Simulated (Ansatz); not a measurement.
## Work function of Cd(0001): what the settings cost and change: cost of one run

Ansatz 0.2.0; plane-wave DFT, PBE, Ansatz PAW. The cell holds 7 atoms.

input.yaml

```yaml
crystal:
  lattice:
    - [2.98, 0.0, 0.0]
    - [1.49, 2.5807557033, 0.0]
    - [0.0, 0.0, 34.86084]
  atoms:
    - { symbol: Cd, position: [0.0, 0.0, 0.2581693384] }
    - { symbol: Cd, position: [0.6666666667, 0.6666666667, 0.338779559] }
    - { symbol: Cd, position: [0.0, 0.0, 0.4193897795] }
    - { symbol: Cd, position: [0.6666666667, 0.6666666667, 0.5] }
    - { symbol: Cd, position: [0.0, 0.0, 0.5806102205] }
    - { symbol: Cd, position: [0.6666666667, 0.6666666667, 0.661220441] }
    - { symbol: Cd, position: [0.0, 0.0, 0.7418306616] }
kpoints:
  mp_grid: { grid: [11, 11, 1] }
hamiltonian:
  xc: pbe
scf:
  occupations: { method: fermi_dirac, width: 0.1 }
  convergence: { dr2_threshold: 1.0e-09 }
efield:
  axis: 3
  dipole_correction: true
  ramp_position: 0.97
  ramp_width: 0.06
output:
  write_potential: true
  write_density: true
  volumetric_format: npy
```

On the command line:

```console
$ ansatz run input.yaml --threads 4 --pin off --max-ram 6144MiB --backend cpu --events-out ev --progress --plain --runs-dir out
```

For reference, a run of the same kind (7 atoms, 5 k-points, 84 bands and 5,097 plane waves; 10 SCF cycles) took 13 s and 0.69 GiB on the same hardware.

Q: Estimate wall time and peak memory on 4 threads of Arm Neoverse N1, shared host.

At two electrons a band, the 140 electrons need 70 bands, and 14 more are carried. The run has 16 k-points, 84 bands and 5,097 plane waves. Taking the work of a cycle as k-points × spins × bands × plane waves, that is 3.2 times the reference, or 43 s at the reference's 10 cycles. The run needed 9 SCF cycles, which makes it about 39 s. One copy of the wavefunctions takes 0.1 GiB at 16 bytes a coefficient, against 0.032 GiB in the reference; grids, projectors and work arrays come on top. Measured: about 35 s, with a peak of 0.89 GiB. The estimate holds within 25 %.

[Logs are printed without paths, hosts, clocks, repeated set-up lines and the standing remarks that a program may print on its own settings, such as how far it seeks lower states.]

[Hosts, paths, dates, database ids (printed as entryN), source tags and the programs' standing remarks are cut or masked in the printed files.]

[Maps of the electrostatic potential energy from Ansatz leave out the sawtooth potential of an applied field or a dipole correction, so their vacuum need not be flat; planar profiles and work functions include it.]
